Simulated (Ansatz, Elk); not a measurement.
# Ti3Mo: X-ray structure factors from the self-consistent density

The structure of Ti3Mo used here is made up (a known structure type with other elements) and was relaxed beforehand with PBE. The aim is the Fourier transform of its all-electron density, F(hkl), set beside the sum over free spherical atoms that refinements use.

Program: Elk 11.2.3 (patched build). Level of theory: DFT, PBE, all-electron APW+lo, Dirac cores, scalar-relativistic bands, static density, no spin. Results are calculated unless marked as measured.

The structure was built from a prototype and need not be the compound's stable phase.

## Step 1: The starting structure

The structure is hexagonal, space group P6_3/mmc (No. 194). The conventional cell has a = 5.735 Å, b = 5.735 Å, c = 4.711 Å, α = 90.00°, β = 90.00°, γ = 120.00°. Nearest to Mo lie 12 Ti at 2.87 Å. Nearest to Ti lie 8 Ti at 2.83 to 2.91 Å and 4 Mo at 2.87 Å. Farther neighbours are not listed.

## Step 2: Ground state and structure factors

An all-electron density is needed, since X-rays see the cores too. Task 0 finds the density and task 195 Fourier-transforms it; tshift is off so that phases refer to the origin typed.

File elk.in:

```
tasks
  0
  195

xctype
  20

spinpol
  .false.

rgkmax
  7.0

gmaxvr
  14.0

lmaxo
  7

lmaxapw
  8

swidth
  0.002

tshift
  .false.

ramdisk
  .false.

hmaxvr
  5.5

maxscl
  120

epspot
  1e-06

sppath
  './'

avec
  10.83727667871 0.00000000000 0.00000000000
  -5.41863833935 9.38535691160 0.00000000000
  0.00000000000 0.00000000000 8.90315484846

atoms
  2
  'Mo.in'
  2
  0.3333333333 0.6666666667 0.7500000000   0.000000 0.000000 0.000000
  0.6666666667 0.3333333333 0.2500000000   0.000000 0.000000 0.000000
  'Ti.in'
  6
  0.1690627228 0.3381254457 0.2500000000   0.000000 0.000000 0.000000
  0.1690627228 0.8309372772 0.2500000000   0.000000 0.000000 0.000000
  0.6618745543 0.8309372772 0.2500000000   0.000000 0.000000 0.000000
  0.8309372772 0.6618745543 0.7500000000   0.000000 0.000000 0.000000
  0.8309372772 0.1690627228 0.7500000000   0.000000 0.000000 0.000000
  0.3381254457 0.1690627228 0.7500000000   0.000000 0.000000 0.000000

ngridk
  5 5 5
```

Run with:

```console
$ OMP_NUM_THREADS=4 elk
```

Numbers of over 12 decimals in the logs are rounded to 6 here.

The log of the run:

```text
┌─────────────────────────┐
│ Elk code version 11.2.3 │
└─────────────────────────┘

All units are atomic (Hartree, Bohr, etc.)

┌─────────────────────────────────────────────────┐
│ Ground-state run starting from atomic densities │
└─────────────────────────────────────────────────┘

Lattice vectors :
   10.83727668       0.000000000       0.000000000
  -5.418638339       9.385356912       0.000000000
   0.000000000       0.000000000       8.903154848

Reciprocal lattice vectors :
  0.5797752972      0.3347334239      -0.000000000
   0.000000000      0.6694668478       0.000000000
   0.000000000      -0.000000000      0.7057257134

Unit cell volume      :    905.5551003
Brillouin zone volume :   0.2739206188

Muffin-tin inner radius fraction :   0.1000000000E-01

Nuclei treated as point charges

Species : 1 (Mo)
 parameters loaded from : Mo.in
 name : molybdenum
 nuclear charge    :   -42.00000000
 electronic charge :    42.00000000
 atomic mass :    174887.9214
 muffin-tin radius :    2.600000000
 number of radial points in muffin-tin :   1193
 inner part over the whole radius :   0.9897744308E-02
 number on inner part of muffin-tin    :    848
 approximate nuclear radius :   0.8334154960E-04
 number of mesh points to nuclear radius :    419
 atomic positions (lattice), magnetic fields (Cartesian) :
  1 :   0.33333333 -0.33333333 -0.25000000    0.00000000  0.00000000  0.00000000
  2 :  -0.33333333  0.33333333  0.25000000    0.00000000  0.00000000  0.00000000

Species : 2 (Ti)
 parameters loaded from : Ti.in
 name : titanium
 nuclear charge    :   -22.00000000
 electronic charge :    22.00000000
 atomic mass :    87256.20317
 muffin-tin radius :    2.400000000
 number of radial points in muffin-tin :    993
 inner part over the whole radius :   0.9985722337E-02
 number on inner part of muffin-tin    :    699
 approximate nuclear radius :   0.6805665174E-04
 number of mesh points to nuclear radius :    325
 atomic positions (lattice), magnetic fields (Cartesian) :
  1 :   0.16906272  0.33812545  0.25000000    0.00000000  0.00000000  0.00000000
  2 :   0.16906272 -0.16906272  0.25000000    0.00000000  0.00000000  0.00000000
  3 :  -0.33812545 -0.16906272  0.25000000    0.00000000  0.00000000  0.00000000
  4 :  -0.16906272 -0.33812545 -0.25000000    0.00000000  0.00000000  0.00000000
  5 :  -0.16906272  0.16906272 -0.25000000    0.00000000  0.00000000  0.00000000
  6 :   0.33812545  0.16906272 -0.25000000    0.00000000  0.00000000  0.00000000

Total number of atoms per unit cell :    8
Total muffin-tin volume :    494.6793680
 ratio of muffin-tin to unit cell volume :   0.5462719694

Spin treatment :
 spin-unpolarised

Number of Bravais lattice symmetries :   24
Number of crystal symmetries         :   24
Crystal has inversion symmetry
Real symmetric eigensolver will be used

k-point grid :      5     5     5
k-point offset :    0.000000000       0.000000000       0.000000000
k-point set is reduced with full crystal symmetry group
Total number of k-points :       15

Muffin-tin radius times maximum |G+k| :    7.000000000
 using average radius
Maximum |G+k| for APW functions       :    2.857142857
Maximum (1/2)|G+k|²                   :    4.081632653
Maximum |G| for potential and density :    14.00000000
Constant for pseudocharge density :    9
 order of it for each species :   16  16
 order of it for pair densities of each species (exact exchange by exxq0 0: 17) :   11   9
Radial integration step length :    1

G-vector grid sizes :     49    49    40
Number of G-vectors :    41991

Maximum angular momentum used for
 APW functions            :    8
 outer part of muffin-tin :    7
 inner part of muffin-tin :    2

Total nuclear charge    :   -216.0000000
Total core charge       :    116.0000000
Total valence charge    :    100.0000000
Total excess charge     :    0.000000000
Total electronic charge :    216.0000000

Effective Wigner radius, rₛ :    1.000285961

Number of empty states         :     32
[...]
electron-nuclear            :     -28216.167462722
 Hartree                     :      3765.5648896462
 Madelung                    :     -15904.584606028
 xc potential                :     -622.44592017686
 exchange                    :     -489.50916665926
 correlation                 :     -10.166467740193
 electron entropic           :    -0.52420751377192E-02
 total energy                :     -13223.362142866

Density of states at Fermi energy :    410.0689198
 (states/Hartree/unit cell)

Estimated indirect band gap :   0.1647506639E-03
 from k-point 13 to k-point 2
Estimated direct band gap   :   0.1491112142E-02
 at k-point 4

Charges :
 core                        :    116.0000000
 valence                     :    100.0000000
 interstitial                :    13.87872551
 muffin-tins (core leakage)
  species : 1 (Mo)
[...]
species : 2 (Ti)
[...]
total in muffin-tins        :    202.1212745
 total calculated charge     :    215.9992539
 total charge                :    216.0000000
 error                       :   0.7461178909E-03

RMS change in Kohn-Sham potential (target) :   0.3276916967     (  0.1000000000E-05)
Absolute change in total energy (target)   :   0.2305823390     (  0.1000000000E-03)

[... loops 3 to 16 left out ...]

┌──────────────────┐
│ Loop number : 17 │
└──────────────────┘

Energies :
 Fermi                       :     0.327917
 sum of occupied eigenvalues :     -7802.5343289211
 electron kinetic            :      13568.553141283
 core electron kinetic       :      12963.698121779
 Coulomb                     :     -26289.622946216
 Coulomb potential           :     -20720.062313080
 nuclear-nuclear             :     -1824.6375937944
 electron-nuclear            :     -28267.226573197
 Hartree                     :      3802.2412207761
 Madelung                    :     -15929.591789675
 xc potential                :     -651.02515712410
 exchange                    :     -490.79871984914
 correlation                 :     -10.160210419201
 electron entropic           :    -0.49350049477129E-02
 total energy                :     -13222.033670206

Density of states at Fermi energy :    373.1455232
 (states/Hartree/unit cell)

Estimated indirect band gap :   0.2502482456E-03
 from k-point 15 to k-point 4
Estimated direct band gap   :   0.1012828199E-02
 at k-point 7

Charges :
 core                        :    116.0000000
 valence                     :    100.0000000
 interstitial                :    12.56184740
 muffin-tins (core leakage)
  species : 1 (Mo)
[...]
species : 2 (Ti)
[...]
total in muffin-tins        :    203.4381526
 total calculated charge     :    215.9993630
 total charge                :    216.0000000
 error                       :   0.6369938883E-03

RMS change in Kohn-Sham potential (target) :   0.1052355256E-06 (  0.1000000000E-05)
Absolute change in total energy (target)   :   0.3474178811E-05 (  0.1000000000E-03)

Convergence targets achieved

┌──────────────────┐
│ Loop number : 18 │
└──────────────────┘

Energies :
 Fermi                       :     0.327917
 sum of occupied eigenvalues :     -7802.5343316957
 electron kinetic            :      13568.553143125
 core electron kinetic       :      12963.698120130
 Coulomb                     :     -26289.622952302
 Coulomb potential           :     -20720.062298460
 nuclear-nuclear             :     -1824.6375937944
 electron-nuclear            :     -28267.226600968
 Hartree                     :      3802.2412424602
 Madelung                    :     -15929.591803072
 xc potential                :     -651.02517636141
 exchange                    :     -490.79871999073
 correlation                 :     -10.160210409437
 electron entropic           :    -0.49350037788656E-02
 total energy                :     -13222.033674581

Density of states at Fermi energy :    373.1454102
 (states/Hartree/unit cell)

Estimated indirect band gap :   0.2502449636E-03
 from k-point 15 to k-point 4
Estimated direct band gap   :   0.1012835275E-02
 at k-point 7

Charges :
 core                        :    116.0000000
 valence                     :    100.0000000
 interstitial                :    12.56184702
 muffin-tins (core leakage)
  species : 1 (Mo)
[...]
species : 2 (Ti)
[...]
atom 4                    :    20.38897632     ( -0.2204254042E-06)
   atom 5                    :    20.38897632     ( -0.2204254042E-06)
   atom 6                    :    20.38897632     ( -0.2204254042E-06)
 total in muffin-tins        :    203.4381530
 total calculated charge     :    215.9993630
 total charge                :    216.0000000
 error                       :   0.6369940886E-03

┌──────────────────────────────┐
│ Self-consistent loop stopped │
└──────────────────────────────┘

Wrote STATE.OUT
```

Wall time 72 s (4 threads of AMD EPYC 7R13 (Zen 3), shared host); peak memory 0.29 GiB; 3.1 min of CPU time.

SFACRHO.OUT:

```text

h k l indices transformed by vhmat matrix:
   1.000000000       0.000000000       0.000000000    
   0.000000000       1.000000000       0.000000000    
   0.000000000       0.000000000       1.000000000    

      h      k      l  multipl.   |H|            Re(F)            Im(F)           |F|

      0      0      0      1   0.0000000       216.00000      0.13259973E-15   216.00000    
     -1      0      0      6  0.66946685      -21.127379      0.62835508E-14   21.127379    
      0      0     -1      2  0.70572571      0.49983586E-13  -0.0000000      0.49983586E-13
      0      1      1      6  0.97274593      -30.403648     -0.31417754E-14   30.403648    
      0     -1      1      6  0.97274593       30.403648     -0.15708877E-14   30.403648    
     -1      2      0      6   1.1595506       35.291034      0.99218121E-13   35.291034    
      0      2      0      6   1.3389337      -80.593003     -0.69119058E-13   80.593003    
      1     -2      1     12   1.3574264     -0.60484258E-07 -0.12567102E-13  0.60484258E-07
      0      0      2      2   1.4114514      -157.60621      0.12932985E-15   157.60621    
     -2      2      1      6   1.5135363      -132.58619     -0.16965587E-12   132.58619    
      0      2      1      6   1.5135363       132.58619      0.95824149E-13   132.58619    
      0      1      2      6   1.5621719       17.835717      0.94253261E-14   17.835717    
     -1      0     -2      6   1.5621719       17.835717     -0.14137989E-13   17.835717    
      3     -2      0     12   1.7712428      -12.770307      0.15708877E-13   12.770307    
      2     -1     -2     12   1.8266781      -31.221137      0.78446204E-13   31.221137    
      2     -3      1     12   1.9066593      -28.318298     -0.43199412E-13   28.318298    
      3     -1      1     12   1.9066593       28.318298     -0.87969711E-13   28.318298    
      0     -2     -2      6   1.9454919       68.772956     -0.43984855E-13   68.772956
```

Elk indexes on the primitive cell of elk.in and gives |H| = 4π sin θ/λ in inverse bohr. Below, one row stands for each form hkl of the conventional cell (m members, Friedel mates merged), F is for one primitive cell and the density is static (no thermal factor). Free-atom factors are Waasmaier and Kirfel's, and R is Σm||F|−|F'||/Σm|F|.

| hkl | m | sin θ/λ (Å⁻¹) | abs F, DFT | neutral atoms | diff. |
| --- | --- | --- | --- | --- | --- |
| 100 | 6 | 0.101 | 21.127 | 21.276 | -0.149 |
| 001 | 2 | 0.106 | 0.000 | 0.000 | +0.000 |
| 101 | 12 | 0.146 | 30.404 | 30.668 | -0.264 |
| 110 | 6 | 0.174 | 35.291 | 35.459 | -0.168 |
| 200 | 6 | 0.201 | 80.593 | 81.081 | -0.488 |
| 111 | 12 | 0.204 | 0.000 | 0.000 | +0.000 |
| 002 | 2 | 0.212 | 157.606 | 159.150 | -1.544 |
| 201 | 12 | 0.228 | 132.586 | 134.051 | -1.465 |
| 102 | 12 | 0.235 | 17.836 | 17.977 | -0.142 |
| 210 | 12 | 0.266 | 12.770 | 12.890 | -0.119 |
| 112 | 12 | 0.275 | 31.221 | 31.380 | -0.159 |
| 211 | 24 | 0.287 | 28.318 | 28.411 | -0.092 |
| 202 | 12 | 0.293 | 68.773 | 68.885 | -0.112 |
| 300 | 6 | 0.302 | 30.284 | 30.309 | -0.025 |

## Step 3: The highest occupied states alone

An energy window below the Fermi level keeps the highest occupied states, to see at which angles they scatter; shallow core shells can lie inside it and anion s states outside. No new self-consistency is needed.

Edit elk.in of step 2 so:

```diff
@@ -1,3 +1,2 @@
 tasks
-  0
   195
@@ -40,2 +39,5 @@
 
+wsfac
+  -0.113080 0.627920
+
 sppath
```

Run with:

```console
$ OMP_NUM_THREADS=4 elk
```

The log of the run:

```text
┌─────────────────────────────────┐
│ Elk code version 11.2.3 started │
└─────────────────────────────────┘

Info(readinput): the functional depends on the density's gradient
 muffin-tin radial points multiplied by    2.00000
 (not where nrmtscf is given)

┌────────────────────┐
│ Current task : 195 │
└────────────────────┘

Info(sfacrho): density structure factors written to SFACRHO.OUT

 Energy window :  -0.1130800000      0.6279200000

┌──────────────────┐
│ Elk code stopped │
└──────────────────┘
```

Run time: 16 s. Hardware: 4 threads; peak memory 0.19 GiB.

States within 12 eV below the Fermi level hold 36.00 electrons; any levels below the window count with the cores. Their amplitudes can exceed the total, where window and core parts have opposite phase:

| hkl | sin θ/λ (Å⁻¹) | abs F, window | abs F, all |
| --- | --- | --- | --- |
| 100 | 0.101 | 1.740 | 21.127 |
| 001 | 0.106 | 0.000 | 0.000 |
| 101 | 0.146 | 1.625 | 30.404 |
| 110 | 0.174 | 1.456 | 35.291 |
| 200 | 0.201 | 3.664 | 80.593 |
| 111 | 0.204 | 0.000 | 0.000 |
| 002 | 0.212 | 6.015 | 157.606 |
| 201 | 0.228 | 4.283 | 132.586 |
| 102 | 0.235 | 0.190 | 17.836 |
| 210 | 0.266 | 0.180 | 12.770 |

## Step 4: Another functional

The difference from free atoms is small, so it is set against the change that LDA (Perdew-Wang) makes.

Edit elk.in of step 3 so:

```diff
@@ -1,2 +1,3 @@
 tasks
+  0
   195
@@ -4,3 +5,3 @@
 xctype
-  20
+  3
 
@@ -39,5 +40,2 @@
 
-wsfac
-  -0.113080 0.627920
-
 sppath
```

Run with:

```console
$ OMP_NUM_THREADS=4 elk
```

The log of the run:

```text
┌─────────────────────────┐
│ Elk code version 11.2.3 │
└─────────────────────────┘

All units are atomic (Hartree, Bohr, etc.)

┌─────────────────────────────────────────────────┐
│ Ground-state run starting from atomic densities │
└─────────────────────────────────────────────────┘

Lattice vectors :
   10.83727668       0.000000000       0.000000000
  -5.418638339       9.385356912       0.000000000
   0.000000000       0.000000000       8.903154848

Reciprocal lattice vectors :
  0.5797752972      0.3347334239      -0.000000000
[...]
valence                     :    100.0000000
 interstitial                :    12.42900374
 muffin-tins (core leakage)
  species : 1 (Mo)
[...]
species : 2 (Ti)
[...]
atom 5                    :    20.41008230     ( -0.3536575203E-05)
   atom 6                    :    20.41008230     ( -0.3536575203E-05)
 total in muffin-tins        :    203.5709963
 total calculated charge     :    215.9993761
 total charge                :    216.0000000
 error                       :   0.6239340714E-03

┌──────────────────────────────┐
│ Self-consistent loop stopped │
└──────────────────────────────┘

Wrote STATE.OUT
[key lines of the parts left out:]
total energy                :     -13202.849882615
```

Wall time 46 s (4 threads); peak memory 0.21 GiB.

Against the first run R = 0.04 %; the largest change is -0.100 at 220.

## Step 5: Basis size

The basis and the expansions that go with it are enlarged, to see whether the differences are converged.

Edit elk.in of step 4 so:

```diff
@@ -5,3 +5,3 @@
 xctype
-  3
+  20
 
@@ -11,12 +11,12 @@
 rgkmax
-  7.0
+  8.5
 
 gmaxvr
-  14.0
+  18.0
 
 lmaxo
-  7
+  9
 
 lmaxapw
-  8
+  10
```

Run with:

```console
$ OMP_NUM_THREADS=4 elk
```

The log of the run:

```text
┌─────────────────────────┐
│ Elk code version 11.2.3 │
└─────────────────────────┘

All units are atomic (Hartree, Bohr, etc.)

┌─────────────────────────────────────────────────┐
│ Ground-state run starting from atomic densities │
└─────────────────────────────────────────────────┘

Lattice vectors :
   10.83727668       0.000000000       0.000000000
  -5.418638339       9.385356912       0.000000000
   0.000000000       0.000000000       8.903154848

Reciprocal lattice vectors :
  0.5797752972      0.3347334239      -0.000000000
[...]
valence                     :    100.0000000
 interstitial                :    12.49794755
 muffin-tins (core leakage)
  species : 1 (Mo)
[...]
species : 2 (Ti)
[...]
atom 5                    :    20.39714092     ( -0.2204262692E-06)
   atom 6                    :    20.39714092     ( -0.2204262692E-06)
 total in muffin-tins        :    203.5020525
 total calculated charge     :    215.9999195
 total charge                :    216.0000000
 error                       :   0.8045411187E-04

┌──────────────────────────────┐
│ Self-consistent loop stopped │
└──────────────────────────────┘

Wrote STATE.OUT
[key lines of the parts left out:]
total energy                :     -13222.061030837
```

The job ended after 2.6 min (4 threads; peak memory 0.55 GiB).

Against the first run R = 0.01 %; the largest change is -0.026 at 004.

## Step 6: Settings against the effect

| run | R against the first run (%) | R against neutral atoms, low angle (%) | wall time |
| --- | --- | --- | --- |
| PBE, rgkmax 7 | 0.00 | 0.70 | 72 s |
| LDA (Perdew-Wang) | 0.04 | 0.71 | 46 s |
| rgkmax 8.5 with larger expansions | 0.01 | 0.69 | 2.6 min |

## Step 7: Outcome

| Item | Value |
| --- | --- |
| R against neutral atoms, sin θ/λ < 0.3 Å⁻¹ | 0.70 % |
| R against neutral atoms, 0.3 to 0.80 Å⁻¹ | 0.33 % |

Independent neutral atoms miss the calculated amplitudes by R = 0.70 % below 0.3 Å⁻¹ and 0.33 % from there to 0.80 Å⁻¹; by shells, 0.83 % below 0.15 Å⁻¹ (2 forms), 0.68 % 0.15 to 0.3 (9 forms), 0.44 % 0.3 to 0.45 (18 forms), 0.32 % above 0.45 (104 forms). Bonding, aspherical density and the tables' own atoms all enter these figures, and the runs don't part them. The largest change of an amplitude is -1.54 electrons, at 002. The window's part falls from 36.0 electrons at the origin to at most 0.47 between 0.45 and 0.80 Å⁻¹. Below 0.3 Å⁻¹ the changes that finished (LDA (Perdew-Wang) and rgkmax 8.5 with larger expansions) move F by R = 0.03 % at most, against the 0.70 % that separates it from free atoms. The k-mesh has no finished test. These runs have no spin, though d or f shells may be open. Part of the difference isn't bonding: the tables are fits to free atoms and ions calculated by other methods than this functional. Thermal motion, anomalous dispersion and extinction are left out.

[Logs are printed without paths, hosts, clocks, repeated set-up lines and the standing remarks that a program may print on its own settings, such as how far it seeks lower states.]

[Hosts, paths, dates, database ids (printed as entryN), source tags and the programs' standing remarks are cut or masked in the printed files.]
